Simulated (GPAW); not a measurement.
# STM contrast on 2H-VSeTe monolayer, part 2 of 2

Wanted: filled- and empty-state images of 2H-VSeTe monolayer, with its work function.

GPAW 26.7.0; GPAW, PAW setups; layer in a repeated cell with vacuum, relaxation of atoms and in-plane cell (the session's first sound run).

So far. Step 2 (Relaxation): The relaxation lowered the energy of the cell by 0.157 eV (energies extrapolated to zero smearing; the optimiser's log prints free energies). The largest force left on a free atom is 0.012 eV/Å.

## 3. Plane waves, PBE (continued)

Level of this step: GPAW, PAW setups; slab in vacuum (GPAW).

Local density of states summed over the bias window over a1 and a2. Sample bias -1.5 V, constant height 3.0 Å over the top atom.

Values in units of 1e-4 arbitrary, 12 rows by 16 columns, each cell a mean:
```
0.8 0.9 1.1 1.4 1.7 1.9 2.2 2.3 2.3 2.1 1.8 1.6 1.3 1.0 0.8 0.7
0.9 1.1 1.4 1.8 2.1 2.5 2.7 2.7 2.6 2.3 2.0 1.6 1.3 1.0 0.9 0.8
1.2 1.6 2.0 2.4 2.8 3.0 3.1 3.1 2.8 2.4 1.9 1.6 1.2 1.0 0.9 1.0
1.5 1.9 2.3 2.7 3.1 3.3 3.3 3.1 2.7 2.2 1.8 1.4 1.2 1.0 1.0 1.2
1.8 2.2 2.6 2.9 3.1 3.2 3.0 2.7 2.3 1.9 1.5 1.3 1.1 1.1 1.2 1.4
1.9 2.2 2.6 2.8 2.9 2.8 2.6 2.3 1.9 1.6 1.3 1.1 1.1 1.1 1.3 1.5
1.8 2.1 2.2 2.3 2.3 2.2 2.0 1.7 1.5 1.2 1.1 1.0 1.0 1.1 1.3 1.5
1.6 1.7 1.8 1.9 1.8 1.7 1.5 1.4 1.2 1.1 1.0 1.0 1.0 1.1 1.3 1.4
1.3 1.3 1.3 1.3 1.3 1.2 1.2 1.1 1.0 1.0 1.0 1.0 1.0 1.1 1.1 1.2
1.0 1.0 1.0 1.0 1.0 1.0 1.1 1.1 1.1 1.1 1.1 1.1 1.1 1.0 1.0 1.0
0.8 0.8 0.8 0.9 1.0 1.1 1.2 1.3 1.4 1.4 1.4 1.3 1.1 1.0 0.9 0.8
0.7 0.7 0.8 1.0 1.2 1.4 1.6 1.7 1.8 1.7 1.6 1.4 1.2 1.0 0.9 0.7
```
Columns: a1 from 0 to 0.944; rows upwards: a2 from 0 to 0.944.

Tip height over the top atom over a1 and a2. Sample bias 2 V, constant current at the mean current 3.0 Å over the top atom.

Values in Å, 12 rows by 16 columns, each cell a mean:
```
2.89 2.91 2.94 2.97 3.00 3.02 3.04 3.05 3.05 3.04 3.01 2.99 2.96 2.93 2.90 2.89
2.92 2.95 2.97 3.00 3.03 3.06 3.07 3.07 3.07 3.04 3.02 2.99 2.96 2.93 2.91 2.91
2.96 2.99 3.02 3.05 3.07 3.09 3.09 3.09 3.07 3.05 3.02 2.99 2.96 2.94 2.94 2.94
2.99 3.02 3.05 3.07 3.09 3.10 3.10 3.09 3.07 3.04 3.01 2.99 2.97 2.96 2.96 2.97
3.02 3.05 3.07 3.08 3.09 3.10 3.09 3.08 3.06 3.03 3.01 2.99 2.98 2.98 2.98 3.00
3.03 3.05 3.07 3.08 3.08 3.08 3.07 3.06 3.04 3.02 3.00 2.99 2.99 2.99 3.00 3.01
3.02 3.03 3.04 3.04 3.04 3.04 3.03 3.02 3.01 3.00 2.99 2.99 2.99 3.00 3.00 3.01
3.00 3.01 3.01 3.01 3.01 3.01 3.00 3.00 3.00 2.99 2.99 2.99 2.99 2.99 3.00 3.00
2.97 2.97 2.97 2.97 2.97 2.97 2.98 2.98 2.99 2.99 2.99 2.99 2.99 2.98 2.98 2.97
2.94 2.93 2.93 2.94 2.95 2.96 2.97 2.98 2.99 3.00 2.99 2.99 2.98 2.97 2.95 2.94
2.89 2.89 2.90 2.92 2.94 2.96 2.98 3.00 3.01 3.01 3.00 2.99 2.97 2.95 2.93 2.91
2.88 2.88 2.91 2.93 2.96 2.98 3.00 3.02 3.03 3.02 3.01 2.99 2.96 2.94 2.91 2.89
```
Columns: a1 from 0 to 0.944; rows upwards: a2 from 0 to 0.944.

Local density of states summed over the bias window over a1 and a2. Sample bias 2 V, constant height 3.0 Å over the top atom.

Values in units of 1e-4 arbitrary, 12 rows by 16 columns, each cell a mean:
```
2.0 2.0 2.2 2.3 2.4 2.6 2.7 2.8 2.8 2.7 2.5 2.4 2.2 2.1 2.0 2.0
2.1 2.2 2.3 2.5 2.7 2.8 2.9 2.9 2.8 2.7 2.6 2.4 2.2 2.1 2.0 2.0
2.3 2.4 2.6 2.7 2.9 3.0 3.0 3.0 2.9 2.7 2.6 2.4 2.3 2.2 2.1 2.2
2.4 2.6 2.7 2.9 3.0 3.1 3.1 3.0 2.9 2.7 2.5 2.4 2.3 2.2 2.2 2.3
2.6 2.7 2.9 3.0 3.0 3.0 3.0 2.9 2.8 2.6 2.5 2.4 2.3 2.3 2.4 2.5
2.7 2.8 2.8 2.9 2.9 2.9 2.9 2.8 2.7 2.6 2.5 2.4 2.4 2.4 2.4 2.5
2.6 2.7 2.7 2.7 2.7 2.7 2.7 2.6 2.5 2.5 2.4 2.4 2.4 2.4 2.5 2.5
2.5 2.5 2.5 2.5 2.5 2.5 2.5 2.5 2.4 2.4 2.4 2.4 2.4 2.4 2.4 2.5
2.3 2.3 2.3 2.3 2.3 2.3 2.3 2.4 2.4 2.4 2.4 2.4 2.4 2.4 2.3 2.3
2.1 2.1 2.1 2.1 2.2 2.2 2.3 2.4 2.4 2.4 2.4 2.4 2.3 2.3 2.2 2.2
2.0 2.0 2.0 2.1 2.2 2.3 2.4 2.4 2.5 2.5 2.5 2.4 2.3 2.2 2.1 2.0
1.9 2.0 2.0 2.1 2.2 2.4 2.5 2.6 2.6 2.6 2.5 2.4 2.3 2.1 2.0 2.0
```
Columns: a1 from 0 to 0.944; rows upwards: a2 from 0 to 0.944.

The potential is flat to 6.1e-5 eV/Å where it is read, so the vacuum is wide enough.

## 4. A changed run

One more run, with changed settings.

run.py

```python
import json
import numpy as np
from ase import Atoms
from gpaw import GPAW, PW

slab = Atoms(
    ['Te', 'V', 'Se'],
    positions=[
        [-0.00000, 2.00586, 9.00000],
        [0.00000, -0.00000, 10.83901],
        [-0.00000, 2.00586, 12.33867]],
    cell=[[3.47424, -0.0, 0.0], [-1.73712, 3.00878, 0.0], [0.0, 0.0, 21.3387]],
    pbc=[True, True, True],
    magmoms=[0.0, 1.0, 0.0])

slab.calc = GPAW(mode=PW(400), xc='PBE', kpts={'size': (9, 9, 1), 'gamma': True},
                 occupations={'name': 'fermi-dirac', 'width': 0.05}, nbands='160%',
                 convergence={'density': 1e-05}, maxiter=75,
                 poissonsolver={'dipolelayer': 'xy'},
                 symmetry={'tolerance': 1e-3}, txt='slab.txt')
result = {}
energy = slab.get_potential_energy()
fermi = slab.calc.get_fermi_level()
v = slab.calc.get_electrostatic_potential().mean((0, 1)) - fermi
n = slab.calc.get_pseudo_density().mean((0, 1))
L = slab.cell[2, 2]
z = np.arange(len(v)) * L / len(v)
low, high = slab.positions[:, 2].min(), slab.positions[:, 2].max()
below, above = np.interp([low - 6.8, high + 6.8], z, v)
slopes = [np.interp(x, z, np.gradient(v, z)) for x in (low - 6.8, high + 6.8)]
eps = np.array([[slab.calc.get_eigenvalues(k, s) for k in range(len(slab.calc.get_ibz_k_points()))]
                for s in range(slab.calc.get_number_of_spins())]) - fermi
top, bottom = eps[eps < 0].max(), eps[eps > 0].min()
dipole = slab.get_dipole_moment()[2]
print(f'energy {energy:.4f} eV, Fermi level {fermi:.4f} eV, dipole {dipole:.5f} e A')
print(f'potential 6.8 A off the faces, from the Fermi level: lower {below:.4f} eV, upper {above:.4f} eV')
print(f'slope of the potential there: lower {slopes[0]:.5f}, upper {slopes[1]:.5f} eV/A')
print(f'nearest levels on the mesh: {top:.4f} and {bottom:.4f} eV')
print('magnetic moment', round(slab.get_magnetic_moment(), 3))
result.update(energy=energy, fermi=fermi, dipole=dipole, below=below, above=above, slopes=slopes, edges=[top, bottom],
              z=z.tolist(), v=v.tolist(), n=n.tolist(), positions=slab.positions.tolist(),
              forces=slab.get_forces(apply_constraint=False).tolist(), moments=slab.get_magnetic_moments().tolist())
json.dump(result, open('result.json', 'w'))
```

Run with:

```bash
$ OMP_NUM_THREADS=1 OPENBLAS_NUM_THREADS=1 python run.py
```

Output:

```text
AssertionError
```

It took 1.3 s on 1 thread of Arm Neoverse N1, shared host; peak memory 0.15 GiB.

The program refused the input before any cycle.

The fault put into the input: a dipole layer in a cell that repeats along the normal (pbc_z = true).

## 5. What came out

* work function, upper and lower face: 5.312 and 4.835 eV
* dipole along the normal: -0.0277 e Å
* corrugation at -1.5 V: 0.674 Å
* corrugation at 2 V: 0.231 Å

What this shows: The corrugation at constant current is largest at -1.5 V, where the tip height varies by 0.67 Å over the cell. Negative sample bias images filled states, positive bias empty ones. The two faces differ by 0.48 eV, the step that the slab's dipole makes (e p/(ε0 A) gives 0.48 eV), so the dipole layer is needed. The images are of Tersoff-Hamann type: an s-wave tip, no tip-sample forces, heights closer than in a microscope. The relaxation of atoms and cell ran in a fully periodic cell without the dipole layer, so the atoms of this polar layer felt a small spurious field. One magnetic start was tried; another order may lie lower. The layer's cell and atoms come from the relaxation; spin-orbit coupling and temperature are left out.

[Logs are printed without paths, hosts, clocks, repeated set-up lines and the standing remarks that a program may print on its own settings, such as how far it seeks lower states.]

[Hosts, paths, dates, database ids (printed as entryN), source tags and the programs' standing remarks are cut or masked in the printed files.]
